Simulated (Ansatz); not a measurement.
# Sc on W(110): change of the work function

Wanted: Δφ(θ) for Sc/W(110), starting from the longbridge site.

Calculated with Ansatz 0.2.0; plane-wave DFT, PBE-D3(BJ), Ansatz PAW.

This is a report of a sequence of runs, with the program logs left out and the cost of each run kept.

## Step 1: The structure

The cell holds 4 atoms: 4 W. Its edges and angles: a = 2.737 Å, b = 2.737 Å, c = 24.703 Å, α = 90.0°, β = 90.0°, γ = 70.5°. Vacuum lies along c.

## Step 2: The clean slab

The bare slab comes first, as the zero from which every change is counted. The two lowest layers are held at bulk places and the upper ones relax. The dipole correction removes the false field that a one-sided slab makes across the periodic vacuum, so each face gets a flat vacuum level of its own.

input.yaml

```yaml
crystal:
  lattice:
    - [2.2344574285, -1.58, 0.0]
    - [2.2344574285, 1.58, 0.0]
    - [0.0, 0.0, 24.7033722856]
  atoms:
    - { symbol: W, position: [0.0, 0.0, 0.3643227287] }
    - { symbol: W, position: [0.5, 0.5, 0.4547742429] }
    - { symbol: W, position: [0.0, 0.0, 0.5452257571] }
    - { symbol: W, position: [0.5, 0.5, 0.6356772713] }
kpoints:
  mp_grid: { grid: [12, 12, 1] }
hamiltonian:
  xc: pbe
  dispersion: d3bj
scf:
  occupations: { method: fermi_dirac, width: 0.1 }
  convergence: { dr2_threshold: 1.0e-08 }
efield:
  axis: 3
  dipole_correction: true
  ramp_position: 0.97
  ramp_width: 0.06
relax:
  f_tol: 0.02
  max_steps: 60
  constraints: [{ sites: [0, 1] }]
output:
  write_potential: true
  write_density: true
  volumetric_format: npy
```

On the command line:

```bash
$ ansatz run input.yaml --threads 4 --pin off --max-ram 6144MiB --backend cpu --events-out ev --progress --plain --runs-dir out
```

Run time: 25 s. Hardware: 4 threads of Arm Neoverse V2, shared host; peak memory 0.59 GiB.

Step by step:

| step | energy less that of the first step (eV) | largest force component (eV/Å) |
| --- | --- | --- |
| 1 | 0.0000 | 0.5732 |
| 2 | 0.0751 | 1.5005 |
| 3 | -0.0144 | 0.1733 |
| 4 | -0.0157 | 0.0088 |

Relaxation step 2 was tried and not accepted.

The run keeps the 4 symmetry operations that the program found, so distortions that break them were not tested.

The atoms that moved most (Å):

| atom | dx | dy | dz | length |
| --- | --- | --- | --- | --- |
| W4 | 0.000 | 0.000 | -0.049 | 0.049 |
| W3 | 0.000 | 0.000 | 0.010 | 0.010 |

Numbers from this step:

```yaml
energy_at_zero_smearing: -41538.4081 eV
work_function_upper_face: 4.827 eV
work_function_lower_face: 4.902 eV
dipole_along_the_normal: 0.002936 e·Å
step_between_the_vacuum_levels: -0.07523 eV
```

Running mean over 2.234 Å of the planar mean; the ramp of the sawtooth is left out. Electron's electrostatic potential energy less the Fermi level against z:

| z (Å) | electron's electrostatic potential energy less the Fermi level (eV) |
| --- | --- |
| 4 | 4.90 |
| 5 | 4.89 |
| 6 | 4.76 |
| 7 | 3.30 |
| 8 | -5.75 |
| 9 | -12.2 |
| 10 | -12.6 |
| 11 | -12.7 |
| 12 | -12.7 |
| 13 | -12.8 |
| 14 | -13.1 |
| 15 | -13.0 |
| 16 | -11.3 |
| 17 | -1.78 |
| 18 | 4.13 |
| 19 | 4.77 |
| 20 | 4.82 |
| 21 | 4.83 |

The relaxation took 4 steps and lowered the energy by 0.016 eV; the largest force on the free atoms ends at 0.0088 eV/Å.

The work function of the upper face is 4.83 eV.

## Step 3: Adsorbate added, coverage 0.25 ML

System of this step: ScW16 (Sc/W(110)). The cell holds 17 atoms: 16 W and 1 Sc. Cell: a = 5.473 Å, b = 5.473 Å, c = 27.761 Å, α = 90.0°, β = 90.0°, γ = 70.5°. Vacuum lies along c.

The clean slab as it ended is repeated in the plane and the adsorbate is set on one face; the cell's size fixes the coverage, and the k-mesh shrinks with it to keep the sampling density about even. Adsorbate and upper layers relax, since the dipole depends on the height.

input.yaml

```yaml
crystal:
  lattice:
    - [4.468914857, -3.16, 0.0]
    - [4.468914857, 3.16, 0.0]
    - [0.0, 0.0, 27.7613139911]
  atoms:
    - { symbol: W, position: [0.0, 0.0, 0.3241921475] }
    - { symbol: W, position: [0.25, 0.25, 0.40468032] }
    - { symbol: W, position: [0.0, 0.0, 0.4855168647] }
    - { symbol: W, position: [0.25, 0.25, 0.5638759146] }
    - { symbol: W, position: [0.0, 0.5, 0.3241921475] }
    - { symbol: W, position: [0.25, 0.75, 0.40468032] }
    - { symbol: W, position: [0.0, 0.5, 0.4855168647] }
    - { symbol: W, position: [0.25, 0.75, 0.5638759146] }
    - { symbol: W, position: [0.5, 0.0, 0.3241921475] }
    - { symbol: W, position: [0.75, 0.25, 0.40468032] }
    - { symbol: W, position: [0.5, 0.0, 0.4855168647] }
    - { symbol: W, position: [0.75, 0.25, 0.5638759146] }
    - { symbol: W, position: [0.5, 0.5, 0.3241921475] }
    - { symbol: W, position: [0.75, 0.75, 0.40468032] }
    - { symbol: W, position: [0.5, 0.5, 0.4855168647] }
    - { symbol: W, position: [0.75, 0.75, 0.5638759146] }
    - { symbol: Sc, position: [0.0, 0.0, 0.6758078525] }
kpoints:
  mp_grid: { grid: [6, 6, 1] }
hamiltonian:
  xc: pbe
  dispersion: d3bj
scf:
  occupations: { method: fermi_dirac, width: 0.1 }
  convergence: { dr2_threshold: 1.0e-08 }
efield:
  axis: 3
  dipole_correction: true
  ramp_position: 0.97
  ramp_width: 0.06
relax:
  f_tol: 0.02
  max_steps: 60
  constraints: [{ sites: [0, 1, 4, 5, 8, 9, 12, 13] }]
output:
  bader: true
  dos: { projected: true, e_range: [-8, 4] }
  write_potential: true
  write_density: true
  volumetric_format: npy
  elf: true
```

The job ended after 7.7 min (4 threads; peak memory 3.1 GiB; 30 min of CPU time).

Relaxation path:

| step | energy less that of the first step (eV) | largest force component (eV/Å) |
| --- | --- | --- |
| 1 | 0.0000 | 2.3815 |
| 2 | -0.6456 | 2.8666 |
| 3 | -1.2437 | 2.7287 |
| 4 | -1.7584 | 2.0781 |
| 5 | -2.0645 | 0.8347 |
| 6 | -2.1438 | 0.2254 |
| 7 | -2.1478 | 0.1231 |
| 8 | -2.1496 | 0.0218 |
| 9 | -2.1496 | 0.0054 |

The run keeps the 4 symmetry operations that the program found, so distortions that break them were not tested.

The atoms that moved most (Å):

| atom | dx | dy | dz | length |
| --- | --- | --- | --- | --- |
| Sc17 | 0.000 | 0.000 | -0.939 | 0.939 |
| W16 | 0.043 | 0.000 | 0.062 | 0.076 |
| W4 | -0.043 | 0.000 | 0.062 | 0.076 |
| W12 | 0.000 | 0.033 | -0.005 | 0.033 |
| W8 | 0.000 | -0.033 | -0.005 | 0.033 |
| W15 | 0.000 | 0.000 | -0.010 | 0.010 |
| W3 | 0.000 | 0.000 | -0.008 | 0.008 |
| W11 | 0.000 | 0.000 | -0.005 | 0.005 |

The relaxed structure:

```cif
data_structure
_symmetry_space_group_name_H-M 'P 1'
_symmetry_Int_Tables_number 1
_cell_length_a 5.4733
_cell_length_b 5.4733
_cell_length_c 27.7613
_cell_angle_alpha 90.000
_cell_angle_beta 90.000
_cell_angle_gamma 70.529
_cell_volume 784.08
loop_
_atom_site_label
_atom_site_type_symbol
_atom_site_fract_x
_atom_site_fract_y
_atom_site_fract_z
_atom_site_occupancy
W1 W 0.00000 0.00000 0.32419 1
W2 W 0.25000 0.25000 0.40468 1
W3 W 0.00000 0.00000 0.48521 1
W4 W 0.24519 0.24519 0.56613 1
W5 W 0.00000 0.50000 0.32419 1
W6 W 0.25000 0.75000 0.40468 1
W7 W 0.00000 0.50000 0.48533 1
W8 W 0.25516 0.74484 0.56369 1
W9 W 0.50000 0.00000 0.32419 1
W10 W 0.75000 0.25000 0.40468 1
W11 W 0.50000 0.00000 0.48533 1
W12 W 0.74484 0.25516 0.56369 1
W13 W 0.50000 0.50000 0.32419 1
W14 W 0.75000 0.75000 0.40468 1
W15 W 0.50000 0.50000 0.48517 1
W16 W 0.75481 0.75481 0.56613 1
Sc17 Sc 0.00000 0.00000 0.64197 1
```

Numbers from this step:

* energy at zero smearing: -168290.4711 eV
* work function, upper face: 2.327 eV
* work function, lower face: 4.882 eV
* dipole along the normal: 0.3989 e·Å
* step between the vacuum levels: -2.556 eV

Running mean over 2.234 Å of the planar mean; the ramp of the sawtooth is left out. Electron's electrostatic potential energy less the Fermi level against z:

| z (Å) | electron's electrostatic potential energy less the Fermi level (eV) |
| --- | --- |
| 4 | 4.88 |
| 5 | 4.87 |
| 6 | 4.74 |
| 7 | 3.26 |
| 8 | -5.76 |
| 9 | -12.2 |
| 10 | -12.6 |
| 11 | -12.7 |
| 12 | -12.7 |
| 13 | -12.7 |
| 14 | -12.8 |
| 15 | -12.6 |
| 16 | -11.6 |
| 17 | -4.58 |
| 18 | -0.317 |
| 19 | 0.876 |
| 20 | 2.07 |
| 21 | 2.28 |
| 22 | 2.32 |
| 23 | 2.33 |
| 24 | 2.33 |

The density of states has structure finer than the step of the table below, so its rows give means over 0.25 eV. Peaks (eV: height): -3.310: 32.4, -3.130: 36.9, -2.950: 34.2, -2.740: 31.7, -2.620: 27.6, -2.320: 30.4, -1.950: 27.7.

Density of states against energy, zero at the Fermi level; means over each step:

energy (eV), density of states (states/eV a cell) and a bar:
```
    -7.75        0.9 
    -7.50        1.8 #
    -7.25        2.0 #
    -7.00        2.3 ##
    -6.75        2.1 #
    -6.50        1.7 #
    -6.25        4.4 ####
    -6.00        5.5 ######
    -5.75       11.2 #############
    -5.50        8.3 #########
    -5.25       11.1 #############
    -5.00       11.6 #############
    -4.75       13.8 ################
    -4.50       20.0 ########################
    -4.25       12.3 ##############
    -4.00       12.2 ##############
    -3.75        8.5 #########
    -3.50        8.6 ##########
    -3.25       21.1 #########################
    -3.00       22.9 ###########################
    -2.75       25.0 ##############################
    -2.50       20.0 ########################
    -2.25       22.3 ###########################
    -2.00       21.4 ##########################
    -1.75       22.1 ##########################
    -1.50       23.1 ############################
    -1.25       15.9 ###################
    -1.00       14.4 #################
    -0.75       12.2 ##############
    -0.50       13.8 ################
    -0.25       13.2 ###############
     0.00       13.0 ###############
     0.25       13.4 ################
     0.50       14.6 #################
     0.75       14.7 #################
     1.00       18.9 ######################
     1.25       20.2 ########################
```

Projected DOS per atom over height of the atomic layer and energy from the Fermi level. Layers: W4 W4 W4 W4 Sc from below.

Values in states/eV, 22 rows by 5 columns, each cell a mean:
```
1.04 1.05 1.00 0.98 3.00
1.07 0.69 0.69 0.81 2.14
0.98 0.50 0.53 0.68 2.12
0.90 0.42 0.44 0.82 1.78
0.95 0.48 0.56 0.87 1.40
1.14 0.38 0.45 0.91 0.80
1.47 0.72 0.71 1.31 0.79
1.60 0.97 1.02 1.64 0.68
1.29 1.12 1.12 1.58 0.81
1.49 1.25 1.21 1.52 0.38
1.09 1.74 1.71 1.18 0.18
0.50 0.83 0.81 0.56 0.06
0.63 0.71 0.70 0.65 0.07
0.88 1.04 1.02 0.85 0.09
0.69 1.10 1.06 0.72 0.09
0.45 0.93 0.94 0.45 0.07
0.39 0.83 0.82 0.40 0.05
0.25 0.42 0.42 0.26 0.04
0.09 0.17 0.16 0.09 0.01
0.11 0.17 0.17 0.12 0.02
0.09 0.16 0.15 0.09 0.01
0.03 0.09 0.09 0.03 0.00
```
Columns: height of the atomic layer (Å) from 9 to 17.8; rows upwards: energy from the Fermi level (eV) from -7.96 to 1.45.

ELF in the ca plane at fractional y = 0.000, with atoms of W and Sc within 0.2 Å of it. It is the smooth field of the valence electrons, not physical close to the nuclei.

Values, 8 rows by 16 columns, each cell a mean:
```
0.58 0.39 0.37 0.37 0.50 0.47 0.37 0.41 0.41 0.60 0.15 0.17 0.10 0.01 0.00 0.00
0.37 0.39 0.37 0.43 0.35 0.35 0.41 0.45 0.38 0.17 0.10 0.17 0.06 0.01 0.00 0.00
0.43 0.36 0.36 0.41 0.36 0.35 0.40 0.40 0.54 0.26 0.16 0.09 0.02 0.00 0.00 0.00
0.48 0.42 0.39 0.37 0.48 0.47 0.40 0.38 0.39 0.27 0.12 0.04 0.01 0.00 0.00 0.00
0.58 0.39 0.37 0.37 0.50 0.47 0.39 0.37 0.43 0.29 0.13 0.05 0.01 0.00 0.00 0.00
0.37 0.39 0.37 0.43 0.35 0.35 0.41 0.43 0.53 0.19 0.14 0.12 0.03 0.00 0.00 0.00
0.43 0.36 0.36 0.41 0.36 0.35 0.39 0.44 0.35 0.32 0.10 0.17 0.08 0.01 0.00 0.00
0.48 0.42 0.39 0.37 0.48 0.47 0.38 0.40 0.42 0.53 0.17 0.16 0.10 0.02 0.00 0.00
```
Columns run along c (16.0 Å, from fractional 0.32 to 0.89 of the cell), rows up along a (5.5 Å). Atoms in or near the plane, at fractional coordinates: W at (0.32, 0.00), W at (0.49, 0.00), W at (0.32, 0.50), W at (0.49, 0.50), Sc at (0.64, 0.00).

Valence density in the ca plane at fractional y = 0.000, with atoms of W and Sc within 0.2 Å of it. It is the smooth field of the valence electrons, not physical close to the nuclei.

Ten even steps from '0' (0.0 e/Å³) to '9' (7.4 e/Å³), each cell a mean:
```
66520000000266620000000268610000000000000000
34210000000124310000000023200000000000000000
01000000000001000000000000000000000000000000
00000000000000000000000000000000000000000000
01000000000001000000000000000000000000000000
34210000000134310000000000000000000000000000
66520000000266620000000000000000000000000000
65620000000265630000000000000000000000000000
56410000000146510000000000000000000000000000
12100000000012100000000000000000000000000000
00000000000000000000000000000000000000000000
00000000000000000000000000000000000000000000
12100000000012100000000011000000000000000000
56410000000146520000000146410000000000000000
65620000000265630000000289720000000000000000
```
Columns run along c (16.0 Å, from fractional 0.32 to 0.89 of the cell), rows up along a (5.5 Å). Atoms in or near the plane, at fractional coordinates: W at (0.32, 0.00), W at (0.49, 0.00), W at (0.32, 0.50), W at (0.49, 0.50), Sc at (0.64, 0.00).

Electrostatic potential energy in the ca plane at fractional y = 0.000, with atoms of W and Sc within 0.2 Å of it. With pseudopotentials it is smooth inside the atoms' cores, unlike the true potential.

Ten even steps from '0' (-60 eV) to '9' (9 eV), each cell a mean:
```
00148999998400048999998510268999999999999999
32478999998742368999999754578999999999999999
77789998999877789999999987889999999999999999
88899988999988899998999999999999999999999999
77789998999877789998999999999999999999999999
32478999998732368999999999999999999999999999
00048999998400048999999999999999999999999999
00048999998400037999999999999999999999999999
10258999998520158999999999999999999999999999
55689998999865679999999999999999999999999999
88899988999988899998999999999999999999999999
88899988999988899998999988899999999999999999
54689998999854579999999876789999999999999999
10258999998520158999998631368999999999999999
00048999998400037999998500158999999999999999
```
Columns run along c (16.0 Å, from fractional 0.32 to 0.89 of the cell; values clipped at the 3rd and 97th percentile), rows up along a (5.5 Å). Atoms in or near the plane, at fractional coordinates: W at (0.32, 0.00), W at (0.49, 0.00), W at (0.32, 0.50), W at (0.49, 0.50), Sc at (0.64, 0.00).

The relaxation took 9 steps and lowered the energy by 2.1 eV; the largest force on the free atoms ends at 0.0054 eV/Å.

By hand: a sheet of dipoles makes a step −p/(ε₀A) in the electron's potential. With e/ε₀ = 180.95 V·Å, p = 0.3989 e·Å and A = 28.24 Å², that is −180.95 × (0.3989) / 28.24 = -2.556 eV, and the two vacuum levels of the run differ by -2.556 eV.

The covered face has 2.33 eV, -2.50 eV against the clean one; the bare back face has moved by -0.02 eV, a measure of how thin the slab is.

## Step 4: Adsorbate added, coverage 0.5 ML

System of this step: ScW8 (Sc/W(110)). The cell holds 18 atoms: 16 W and 2 Sc. Its edges and angles: a = 5.473 Å, b = 5.473 Å, c = 27.761 Å, α = 90.0°, β = 90.0°, γ = 70.5°. Vacuum lies along c.

Another coverage, to see how the dipoles act on each other as their distance changes.

input.yaml, as its differences from that of step 3:

```diff
@@ -23,2 +23,3 @@
     - { symbol: Sc, position: [0.0, 0.0, 0.6758078525] }
+    - { symbol: Sc, position: [0.5, 0.5, 0.6758078525] }
 kpoints:
@@ -46,2 +47 @@
   volumetric_format: npy
-  elf: true
```

Wall time 7.1 min (4 threads); peak memory 3.2 GiB.

Step by step:

| step | energy less that of the first step (eV) | largest force component (eV/Å) |
| --- | --- | --- |
| 1 | 0.0000 | 1.8192 |
| 2 | -1.0012 | 1.8862 |
| 3 | -1.7990 | 1.6647 |
| 4 | -2.3714 | 1.0363 |
| 5 | -2.6798 | 0.4686 |
| 6 | -2.7227 | 0.0526 |
| 7 | -2.7229 | 0.0039 |

The run keeps the 8 symmetry operations that the program found, so distortions that break them were not tested.

The atoms that moved most (Å):

| atom | dx | dy | dz | length |
| --- | --- | --- | --- | --- |
| Sc18 | 0.000 | 0.000 | -0.883 | 0.883 |
| Sc17 | 0.000 | 0.000 | -0.883 | 0.883 |
| W4 | 0.000 | 0.000 | 0.083 | 0.083 |
| W16 | 0.000 | 0.000 | 0.083 | 0.083 |
| W15 | 0.000 | 0.000 | -0.007 | 0.007 |
| W3 | 0.000 | 0.000 | -0.007 | 0.007 |
| W7 | 0.000 | 0.000 | -0.007 | 0.007 |
| W11 | 0.000 | 0.000 | -0.007 | 0.007 |

Final coordinates:

```
W Sc
1.0
     4.46891   -3.16000    0.00000
     4.46891    3.16000    0.00000
     0.00000    0.00000   27.76131
W Sc
16 2
Direct
  0.00000 0.00000 0.32419
  0.25000 0.25000 0.40468
  0.00000 0.00000 0.48525
  0.25000 0.25000 0.56686
  0.00000 0.50000 0.32419
  0.25000 0.75000 0.40468
  0.00000 0.50000 0.48526
  0.25000 0.75000 0.56380
  0.50000 0.00000 0.32419
  0.75000 0.25000 0.40468
  0.50000 0.00000 0.48526
  0.75000 0.25000 0.56380
  0.50000 0.50000 0.32419
  0.75000 0.75000 0.40468
  0.50000 0.50000 0.48525
  0.75000 0.75000 0.56686
  0.00000 0.00000 0.64400
  0.50000 0.50000 0.64400
```

Read from the output:

```yaml
energy_at_zero_smearing: -170427.6007 eV
work_function_upper_face: 2.946 eV
work_function_lower_face: 4.893 eV
dipole_along_the_normal: 0.3038 e·Å
step_between_the_vacuum_levels: -1.947 eV
```

Running mean over 2.234 Å of the planar mean; the ramp of the sawtooth is left out. Electron's electrostatic potential energy less the Fermi level against z:

z (Å), electron's electrostatic potential energy less the Fermi level (eV) and a bar from the least value:
```
      3.5        4.9 ##############################
      4.0        4.9 ##############################
      4.5        4.9 ##############################
      5.0        4.9 ##############################
      5.5        4.9 ##############################
      6.0        4.7 ##############################
      6.5        4.4 #############################
      7.0        3.3 ###########################
      7.5       -0.1 #####################
      8.0       -5.8 ############
      8.5      -10.5 ####
      9.0      -12.2 #
      9.5      -12.5 
     10.0      -12.6 
     10.5      -12.7 
     11.0      -12.7 
     11.5      -12.7 
     12.0      -12.7 
     12.5      -12.7 
     13.0      -12.7 
     13.5      -12.7 
     14.0      -12.7 
     14.5      -12.6 
     15.0      -12.5 
     15.5      -12.3 #
     16.0      -11.8 ##
     16.5       -9.8 #####
     17.0       -6.8 ##########
     17.5       -4.4 ##############
     18.0       -3.7 ###############
     18.5       -3.0 #################
     19.0       -1.1 ####################
     19.5        1.0 #######################
     20.0        2.1 #########################
     20.5        2.6 ##########################
     21.0        2.8 ##########################
     21.5        2.9 ###########################
     22.0        2.9 ###########################
     22.5        2.9 ###########################
     23.0        2.9 ###########################
     23.5        2.9 ###########################
     24.0        2.9 ###########################
     24.5        2.9 ###########################
```

The density of states has structure finer than the step of the table below, so its rows give means over 0.25 eV. Peaks (eV: height): -4.510: 29.5, -3.130: 33.8, -2.950: 30.7, -2.800: 34.9, -2.710: 30.5, -1.470: 34.3, -1.410: 30.5.

Table of density of states by energy, zero at the Fermi level; means over each step:

| energy (eV) | density of states (states/eV a cell) |
| --- | --- |
| -7.75 | 0.939 |
| -7.50 | 1.91 |
| -7.25 | 1.99 |
| -7.00 | 2.30 |
| -6.75 | 2.05 |
| -6.50 | 1.65 |
| -6.25 | 4.65 |
| -6.00 | 5.07 |
| -5.75 | 11.1 |
| -5.50 | 8.21 |
| -5.25 | 11.4 |
| -5.00 | 11.6 |
| -4.75 | 14.3 |
| -4.50 | 20.5 |
| -4.25 | 12.8 |
| -4.00 | 12.3 |
| -3.75 | 8.34 |
| -3.50 | 7.98 |
| -3.25 | 23.7 |
| -3.00 | 24.0 |
| -2.75 | 26.7 |
| -2.50 | 18.5 |
| -2.25 | 22.2 |
| -2.00 | 21.2 |
| -1.75 | 22.7 |
| -1.50 | 23.9 |
| -1.25 | 16.5 |
| -1.00 | 13.0 |
| -0.75 | 15.0 |
| -0.50 | 16.2 |
| -0.25 | 13.1 |
| 0.00 | 12.5 |
| 0.25 | 17.4 |
| 0.50 | 17.3 |
| 0.75 | 18.5 |
| 1.00 | 19.8 |
| 1.25 | 18.7 |
| 1.50 | 23.4 |

Projected DOS per atom over height of the atomic layer and energy from the Fermi level. Layers: W4 W4 W4 W4 Sc2 from below.

Ten even steps from '0' (0.00 states/eV) to '9' (2.31 states/eV), each cell a mean:
```
45439
43338
42239
41127
31236
51234
42243
74462
55562
54461
57773
25430
22220
33330
35430
24420
13310
11110
00000
00000
00000
00000
```
Columns: height of the atomic layer (Å) from 9 to 17.9; rows upwards: energy from the Fermi level (eV) from -7.96 to 1.65.

The relaxation took 7 steps and lowered the energy by 2.7 eV; the largest force on the free atoms ends at 0.0039 eV/Å.

The covered face has 2.95 eV, -1.88 eV against the clean one; the bare back face has moved by -0.01 eV, a measure of how thin the slab is.

## Step 5: Work function against coverage

This step: plane-wave DFT, PBE-D3(BJ), Ansatz PAW; work function against coverage (Ansatz 0.2.0).

The runs are now put side by side.

Numbers from this step:

* work function of the clean face: 4.827 eV
* largest change of the work function: -2.501 eV

Table of work function of the covered face by coverage:

| coverage (adsorbates/nm²) | work function of the covered face (eV) |
| --- | --- |
| 0.00 | 4.83 |
| 3.54 | 2.33 |
| 7.08 | 2.95 |

The dipole per adsorbate comes from the change of the cell's dipole. Coverage, by row:

| coverage (1/nm²) | coverage (ML) | work function (eV) | change (eV) | dipole per adsorbate, positive end outwards (debye) | mean height of the added atoms over the highest substrate atom (Å) |
| --- | --- | --- | --- | --- | --- |
| 3.541 | 0.25 | 2.327 | -2.501 | 1.86 | 2.106 |
| 7.081 | 0.5 | 2.946 | -1.881 | 0.701 | 2.142 |

(Part 1 of 2 ends here.)

[Long decimals in the printed logs are rounded to 6 places.]

[Logs are printed without paths, hosts, clocks, repeated set-up lines and the standing remarks that a program may print on its own settings, such as how far it seeks lower states.]

[Hosts, paths, dates, database ids (printed as entryN), source tags and the programs' standing remarks are cut or masked in the printed files.]

[Maps of the electrostatic potential energy from Ansatz leave out the sawtooth potential of an applied field or a dipole correction, so their vacuum need not be flat; planar profiles and work functions include it.]

[The density of states shown here was stored with 400 of the rows of the run's finer table, so its peaks can read low, often by over a quarter, or be missed, and its means over a window can be off by a tenth or more.]
